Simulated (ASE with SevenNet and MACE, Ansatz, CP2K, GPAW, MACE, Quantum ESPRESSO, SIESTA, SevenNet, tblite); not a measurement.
# Machine-learned potentials on random rock-salt alloy of CaS and PbS (64 atoms): settings against a plane-wave reference

Aim: run random rock-salt alloy of CaS and PbS (64 atoms) in machine-learned potentials and see how near its forces come to a plane-wave reference, and at what cost.

Program: ASE with SevenNet and MACE. Level of theory: the method is named at each step. Results are calculated unless marked as measured.

## 1. The structure

The cell holds 64 atoms: 20 Pb, 32 S and 12 Ca. Its edges and angles: a = 11.688 Å, b = 11.688 Å, c = 11.688 Å, α = 90.0°, β = 90.0°, γ = 90.0°. It derives from CaS (rock-salt), repeated 2×2×2. Rock-salt CaS, 2 x 2 x 2 conventional cells, 20 of 32 Ca sites given to Pb at random (x = 0.625), lattice by Vegard's rule (a = 5.844 Å); not relaxed, displaced by a Gaussian of 0.02 Å. Then every atom was moved at random, 0.05 Å r.m.s. a Cartesian component.

The yardstick, on the same geometry:

```
method                                           : Kohn-Sham DFT, PBE, SSSP efficiency 1.3.0 pseudopotentials, plane waves (Quantum ESPRESSO 7.5); sssp-pbe-1.3.0-efficiency, cutoffs 45/360 Ry, Γ point
r.m.s. force component                           : 0.3359 eV/Å
longest force                                    : 1.231 eV/Å
pressure                                         : 3.294 GPa
gap (highest filled to lowest empty level) : 1.077 eV
time                                             : 7.7 min on 4 MPI ranks of Arm Neoverse V2, shared host
CPU time                                         : 31 min
```

## 2. SevenNet 0 potential

Method: machine-learned interatomic potential SevenNet 0, trained on PBE(+U) plane-wave data.

Contents of run.py:

```python
import numpy as np
from ase.io import read
import mlip  # loads the published weights by name

atoms = read("structure.xyz")
atoms.calc = mlip.calc("7net-0")
energy = atoms.get_potential_energy()
forces = atoms.get_forces()
print(f"energy {energy:.6f} eV")
print("forces (eV/A)")
for i, (a, f) in enumerate(zip(atoms, forces)):
    print(f"{i:4d} {a.symbol:2s} {f[0]:10.5f} {f[1]:10.5f} {f[2]:10.5f}")
stress = -atoms.get_stress(voigt=False) * 160.21766
print("stress (GPa, compression positive)")
for row in stress:
    print(" ".join(f"{x:10.4f}" for x in row))
```

Contents of structure.xyz:

```xyz
64
Lattice="11.68760 0.00000 0.00000 0.00000 11.68760 0.00000 0.00000 0.00000 11.68760" Properties=species:S:1:pos:R:3 pbc="T T T"
Pb 0.05891 0.04336 11.67895
S 2.95556 0.02571 11.65137
Pb 11.65289 2.84172 2.89011
S 2.94387 2.90858 2.79345
Ca 2.86428 11.61362 3.01563
S 11.66481 0.01578 2.87912
Ca 2.90706 2.94294 11.66107
S 0.05294 2.92108 11.68550
Pb 0.01543 0.04850 5.81026
S 2.88485 11.61736 5.86460
Ca 11.65289 2.85142 8.83816
S 2.90671 2.93815 8.74069
Ca 2.98583 0.06358 8.74361
S 11.68690 11.66481 8.72900
Pb 2.94563 2.94037 5.82861
S 0.02466 2.93733 5.80102
Pb 0.02770 5.82849 11.64716
S 2.93172 5.83141 11.57739
Pb 11.67428 8.74910 2.96456
S 2.91161 8.71404 2.87877
Ca 2.90974 5.85525 2.95860
S 0.06884 5.86858 2.93359
Pb 2.93464 8.80345 11.66680
S 11.64459 8.77891 11.67346
Pb 11.62460 5.89113 5.76654
S 2.92178 5.78641 5.82159
Pb 11.59585 8.75004 8.77412
S 2.85785 8.84997 8.86353
Pb 2.96386 5.73405 8.79118
S 11.62238 5.80535 8.74957
Ca 3.01727 8.84366 5.85373
S 0.03740 8.70609 5.81844
Ca 5.92713 0.01905 0.03004
S 8.70831 11.64810 11.67731
Pb 5.83328 2.85493 2.92938
S 8.66998 2.93078 2.82653
Pb 8.71813 0.03892 2.97543
S 5.81259 0.04710 2.84874
Pb 8.68821 3.01049 11.67404
S 5.80804 2.95626 11.67206
Ca 5.88097 11.67895 5.83655
S 8.75273 11.61958 5.78980
Pb 5.81049 2.88532 8.78580
S 8.82554 2.93452 8.73671
Pb 8.75915 0.02045 8.81432
S 5.84240 11.62601 8.81327
Ca 8.71334 2.96409 5.79845
S 5.84590 2.92424 5.88436
Ca 5.82066 5.90715 11.66411
S 8.79784 5.91685 11.63699
Pb 5.92199 8.76617 2.91477
S 8.83127 8.76664 2.99074
Pb 8.70925 5.87232 2.86393
S 5.74960 5.82148 2.97625
Ca 8.83173 8.72701 11.64926
S 5.79483 8.89707 0.01216
[... 4 atom lines left out ...]
Pb 8.77108 5.84953 8.72269
S 5.93391 5.90165 8.63351
Pb 8.72994 8.82671 5.79506
S 5.79273 8.78615 5.90352
```

Launch:

```sh
> OMP_NUM_THREADS=1 python run.py > output.txt
```

The program printed:

```text
energy -299.904022 eV
forces (eV/A)
   0 Pb   -0.10364   -0.23494   -0.10747
   1 S     0.31347    0.49254    0.12409
   2 Pb    0.16009    0.28568    0.07723
   3 S    -0.34111   -0.06858   -0.01368
   4 Ca    0.13167    0.13649   -0.39188
   5 S     0.49719   -0.04847    0.09863
   6 Ca    0.08276   -0.12697    0.08197
   7 S     0.18380    0.05617   -0.51836
   8 Pb   -0.08245   -0.08890    0.14201
   9 S     0.72330   -0.22124   -0.10811
  10 Ca    0.06095    0.16442   -0.28174
  11 S    -0.43414   -0.62398    0.42366
  12 Ca   -0.19410   -0.34007    0.17932
  13 S     0.46842    0.55328    0.01365
  14 Pb   -0.14176    0.01450   -0.21705
  15 S    -0.59220   -0.24082    0.53091
  16 Pb    0.04922    0.17002   -0.00176
  17 S     0.59675   -0.44039    0.77647
  18 Pb    0.24413   -0.04088   -0.16316
  19 S     0.25472    0.20382    0.88866
  20 Ca    0.01738   -0.09562   -0.13132
  21 S     0.06139   -0.11844   -0.25897
  22 Pb   -0.20922    0.03413   -0.07640
  23 S    -0.37731   -0.04840    0.04521
[...]
56 Pb    0.07692   -0.09695   -0.27267
  57 S    -0.45338   -0.43091   -0.18735
  58 Ca   -0.46374   -0.01976    0.05307
  59 S    -0.45316    0.09556    0.14241
  60 Pb    0.14598   -0.03072   -0.09102
  61 S    -0.49545    0.23339    1.20411
  62 Pb    0.18809   -0.32600    0.29486
  63 S    -0.19080    0.59874    0.27988
stress (GPa, compression positive)
    2.5867     0.0109    -0.0057
    0.0109     2.3245    -0.0109
   -0.0057    -0.0109     2.6349
```

It took 6.7 s on 1 thread of Arm Neoverse V2, shared host; peak memory 0.67 GiB.

Banners, paths, timers and routine set-up lines are dropped from the logs unmarked, and long logs keep their key lines alone; longer cuts are marked.

Numbers from this run, and their distance from the reference:

- r.m.s. force component: 0.3385 eV/Å
- r.m.s. difference of force components: 90.2 meV/Å
- longest difference of force vectors: 343.8 meV/Å
- force difference over r.m.s. force: 26.86 %
- slope of forces against the reference's: 0.9718
- correlation of force components: 0.9643
- pressure: 2.515 GPa
- pressure difference: -0.7789 GPa

Length of the force difference by element (eV/Å):

```csv
element,atoms,mean,most
Ca,12,0.14,0.34
Pb,20,0.12,0.24
S,32,0.16,0.29
```

A closer look about S56, picked at random: 9 atoms, nearest first, numbered in the order of the input, with positions taken from that point.

| atom | x | y | z | distance (Å) | bonds | Fx | Fy | Fz (eV/Å) |
| --- | --- | --- | --- | --- | --- | --- | --- | --- |
| S56 | 0.00 | 0.00 | 0.00 | 0.00 | 6 | 0.79 | -0.53 | -0.39 |
| Ca33 | 0.13 | 2.81 | 0.02 | 2.81 | 6 | -0.32 | 0.04 | -0.14 |
| Pb23 | -2.86 | -0.09 | -0.03 | 2.86 | 6 | -0.21 | 0.03 | -0.08 |
| Ca59 | 0.16 | -0.10 | -2.90 | 2.91 | 6 | -0.46 | -0.02 | 0.05 |
| Pb51 | 0.13 | -0.13 | 2.90 | 2.91 | 6 | -0.31 | -0.09 | -0.03 |
| Ca49 | 0.03 | -2.99 | -0.04 | 2.99 | 6 | -0.04 | 0.00 | 0.05 |
| Ca55 | 3.04 | -0.17 | -0.05 | 3.04 | 6 | -0.17 | 0.29 | 0.17 |
| S46 | 0.05 | 2.73 | -2.89 | 3.97 | 6 | -0.42 | -0.09 | -0.28 |
| S2 | -2.84 | 2.82 | -0.05 | 4.00 | 6 | 0.31 | 0.49 | 0.12 |

Atoms are counted from 1 here, from 0 in the log.

Forces lie 27 % from the reference's, at 0.0036 times its CPU time (on 1 against 4 cores).

## 3. MACE MPA-0 medium potential

Method: machine-learned interatomic potential MACE MPA-0 medium, trained on PBE(+U) plane-wave data.

Changes to run.py since step 2:

```diff
@@ -5,3 +5,3 @@
 atoms = read("structure.xyz")
-atoms.calc = mlip.calc("7net-0")
+atoms.calc = mlip.calc("mace-mpa-0-medium")
 energy = atoms.get_potential_energy()
```

structure.xyz is that of step 2.

The program printed:

```text
energy -299.861743 eV
forces (eV/A)
   0 Pb   -0.03319   -0.26580   -0.15556
   1 S     0.31348    0.49727    0.12245
   2 Pb    0.20306    0.35974    0.10884
   3 S    -0.34258   -0.08124    0.06040
   4 Ca    0.09863    0.16170   -0.44878
   5 S     0.45310   -0.06845    0.11218
   6 Ca    0.04518   -0.09602    0.09919
   7 S     0.15755    0.05273   -0.56133
   8 Pb   -0.03441   -0.08166    0.21866
   9 S     0.72279   -0.09021   -0.11952
  10 Ca    0.02672    0.20285   -0.30848
  11 S    -0.35466   -0.70400    0.41044
  12 Ca   -0.27829   -0.46565    0.21383
  13 S     0.46378    0.62024   -0.01314
  14 Pb   -0.21066    0.02384   -0.27268
  15 S    -0.59495   -0.27782    0.53531
  16 Pb    0.10181    0.21008   -0.00677
  17 S     0.57623   -0.47246    0.79527
  18 Pb    0.29969   -0.06028   -0.17997
  19 S     0.25126    0.20992    0.92919
  20 Ca   -0.01055   -0.09872   -0.13180
  21 S     0.08218   -0.12308   -0.25961
  22 Pb   -0.14041    0.05849   -0.14148
  23 S    -0.47573   -0.05812    0.05349
[...]
56 Pb    0.04559   -0.05995   -0.34691
  57 S    -0.50261   -0.42796   -0.19182
  58 Ca   -0.51189   -0.07072   -0.00523
  59 S    -0.53642    0.07549    0.11209
  60 Pb    0.18375   -0.00946   -0.10319
  61 S    -0.50930    0.22855    1.24641
  62 Pb    0.18916   -0.36271    0.38770
  63 S    -0.09812    0.54461    0.29113
stress (GPa, compression positive)
    2.7945     0.0032    -0.0122
    0.0032     2.6021    -0.0080
   -0.0122    -0.0080     2.9378
```

Wall time 6.8 s (1 thread); peak memory 0.74 GiB.

Numbers from this run, and their distance from the reference:

```
r.m.s. force component                  : 0.3544 eV/Å
r.m.s. difference of force components   : 92.99 meV/Å
longest difference of force vectors     : 328 meV/Å
force difference over r.m.s. force      : 27.69 %
slope of forces against the reference's : 1.018
correlation of force components         : 0.9651
pressure                                : 2.778 GPa
pressure difference                     : -0.5162 GPa
```

Against the first run (27 %), the force difference from the reference is 28 %, at 1.0 times the CPU time.

## 4. MACE MP-0b3 medium potential

Method: machine-learned interatomic potential MACE MP-0b3 medium, trained on PBE(+U) plane-wave data.

Changes to run.py since step 3:

```diff
@@ -5,3 +5,3 @@
 atoms = read("structure.xyz")
-atoms.calc = mlip.calc("mace-mpa-0-medium")
+atoms.calc = mlip.calc("mace-mp-0b3-medium")
 energy = atoms.get_potential_energy()
```

structure.xyz is that of step 3.

The program printed:

```text
energy -299.493059 eV
forces (eV/A)
   0 Pb   -0.06658   -0.22751   -0.12851
   1 S     0.24549    0.40671    0.10886
   2 Pb    0.15316    0.32349    0.08569
   3 S    -0.33047   -0.07882    0.03136
   4 Ca    0.16959    0.17145   -0.39516
   5 S     0.44317   -0.08357    0.10326
   6 Ca    0.08276   -0.12417    0.08623
   7 S     0.16392    0.05520   -0.48309
   8 Pb   -0.04683   -0.05052    0.17370
   9 S     0.66091   -0.16394   -0.08756
  10 Ca    0.04197    0.18861   -0.30363
  11 S    -0.41455   -0.63247    0.40657
  12 Ca   -0.17263   -0.36306    0.17317
  13 S     0.41771    0.54153    0.01106
  14 Pb   -0.16095    0.03870   -0.22953
  15 S    -0.59603   -0.23856    0.48301
  16 Pb    0.05789    0.18058   -0.00750
  17 S     0.53536   -0.37094    0.79385
  18 Pb    0.26331   -0.04631   -0.18633
  19 S     0.20707    0.19464    0.83039
  20 Ca    0.01773   -0.10492   -0.15015
  21 S     0.00664   -0.09378   -0.22857
  22 Pb   -0.16429    0.04765   -0.09470
  23 S    -0.32097   -0.05220    0.08067
[...]
56 Pb    0.05613   -0.08854   -0.34697
  57 S    -0.43455   -0.42211   -0.17726
  58 Ca   -0.44633   -0.01913    0.03055
  59 S    -0.45222    0.06195    0.11983
  60 Pb    0.12927   -0.03875   -0.06486
  61 S    -0.42869    0.23921    1.21335
  62 Pb    0.15564   -0.34430    0.36567
  63 S    -0.15155    0.53301    0.24594
stress (GPa, compression positive)
    2.3017     0.0059    -0.0497
    0.0059     2.0617    -0.0005
   -0.0497    -0.0005     2.3945
```

It took 6.6 s on 1 thread; peak memory 0.76 GiB.

Against the reference:

| Item | Value |
| --- | --- |
| r.m.s. force component | 0.331 eV/Å |
| r.m.s. difference of force components | 82.84 meV/Å |
| longest difference of force vectors | 296.1 meV/Å |
| force difference over r.m.s. force | 24.66 % |
| slope of forces against the reference's | 0.9553 |
| correlation of force components | 0.9692 |
| pressure | 2.253 GPa |
| pressure difference | -1.042 GPa |

Against the first run (27 %), the force difference from the reference is 25 %, at 1.00 times the CPU time.

## 5. All runs compared

Differences are against the plane-wave reference, forces as r.m.s. over components; share is that over the reference's r.m.s. force, slope the least-squares factor from reference forces to these. Total energies of different programs have different zeros and aren't compared.

```
                         run  Δ force, r.m.s. (meV/Å)  share (%)  slope  Δ pressure (GPa)  cores  CPU time  memory (GiB)
                   reference                        -          -      -                 -      4    31 min           3.6
        SevenNet 0 potential                     90.2       26.9  0.972            -0.779      1     6.7 s          0.67
 MACE MPA-0 medium potential                     93.0       27.7  1.018            -0.516      1     6.8 s          0.74
MACE MP-0b3 medium potential                     82.8       24.7  0.955             -1.04      1     6.6 s          0.76
```

Times of the machine-learned potentials are mostly Python's start and the loading of weights.

CPU time is summed over cores on a shared host, where runs went side by side, so it is rough. Symmetry, cutoffs, thresholds, outputs and thread counts weren't matched or tuned between programs; memory under MPI is the largest rank's times the ranks.

## 6. Summary of results

```
nearest in forces : MACE MP-0b3 medium potential, 25 %
its CPU time      : 6.6 s
```

Machine-learned potentials differ by 25 % (MACE MP-0b3 medium potential) to 28 % (MACE MPA-0 medium potential); they were trained on other programs' data. The reference's pressure holds the uncorrected Pulay stress of its 45 Ry basis, so small pressure differences, and their order, may be the reference's own error. Machine-learned potentials mimic data converged in k, so the reference's own k-point error enters their differences. The host structure and its lattice constant were typed by rule, without a check against the phase diagram. The reference's pressure of 3.3 GPa belongs to a cell and atoms that aren't relaxed at this level. The electronic-structure runs sample only Γ, in a cell whose shortest periodic width is 12 Å. Spin–orbit coupling is left out, which matters for the levels of the heavy elements.

[Also dropped from logs without a mark: logging warnings of Python, and SIESTA's first energy breakdown and zero terms.]

[Logs are printed without paths, hosts, clocks, repeated set-up lines and the standing remarks that a program may print on its own settings, such as how far it seeks lower states.]

[Hosts, paths, dates, database ids (printed as entryN), source tags and the programs' standing remarks are cut or masked in the printed files.]
